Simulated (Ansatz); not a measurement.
## ZnS (P6_3mc): refractive index against wavelength

The refractive index of ZnS (P6_3mc) along x below the direct gap (2.25 eV on the mesh) is read from one computed spectrum, n = √(Re ε). x, y and z are the Cartesian axes of the input cell.

Cell: a, b, c = 3.811, 3.811, 6.234 Å (primitive vectors), 4 atoms.

Method: Ansatz 0.2.0, PBE, independent particles, k-mesh 9×9×4 with interpolation inside its cells, Gaussian parameter 0.1 eV.

Launch of the response step: `ansatz run input.yaml --threads 4 --pin off --max-ram 8192MiB --backend cpu --events-out ev --progress --plain --runs-dir out`. The run took 79 s, on 4 threads of Arm Neoverse V1 (shared host).

```tsv
wavelength (nm)	photon energy E (eV)	n
3000	0.413	2.5019
2000	0.620	2.5090
1550	0.800	2.5177
1310	0.946	2.5266
1064	1.165	?
850	1.459	2.5735
```

In the single-oscillator model n² − 1 = E₀E_d/(E₀² − E²), so 1/(n² − 1) = E₀/E_d − E²/(E₀E_d) is linear in E².

Working, on the rows shown:

| x = E² (eV²) | y = 1/(n² − 1) |
| --- | --- |
| 0.170801 | 0.190132 |
| 0.384302 | 0.188855 |
| 0.639837 | 0.187308 |
| 0.895757 | 0.185746 |
| 2.12762 | 0.177844 |

Means: x̄ = 0.84366, ȳ = 0.18598. Σ(x − x̄)(y − ȳ) = -0.01484, Σ(x − x̄)² = 2.357. Slope = -0.01484 / 2.357 = -0.006299; intercept = ȳ − slope · x̄ = 0.19129. Turned back into n, the line misses the rows shown by at most 0.00056.

Q: Predict the last column of the withheld row from the fit.

A: At x = 1.3578 the line gives y = 0.18274, that is 2.5441. The run gave 2.5434, so the interpolation is off by 0.00067, 0.9 % of the range in the table.

Refitted with all rows, the slope is -0.00628 and the intercept 0.19129. These give E₀ = √(intercept/−slope) = 5.52 eV and E_d = E₀/intercept = 28.9 eV; E₀ is 2.5 times the direct gap. The electronic limit at long wavelengths, without lattice vibrations, is n = √(1 + 1/intercept) = 2.496. The cell comes from an older database entry, whose edges can be off by a per cent or so. Excitons are left out and so are local fields; PBE gaps are as a rule too small.

[Logs are printed without paths, hosts, clocks, repeated set-up lines and the standing remarks that a program may print on its own settings, such as how far it seeks lower states.]
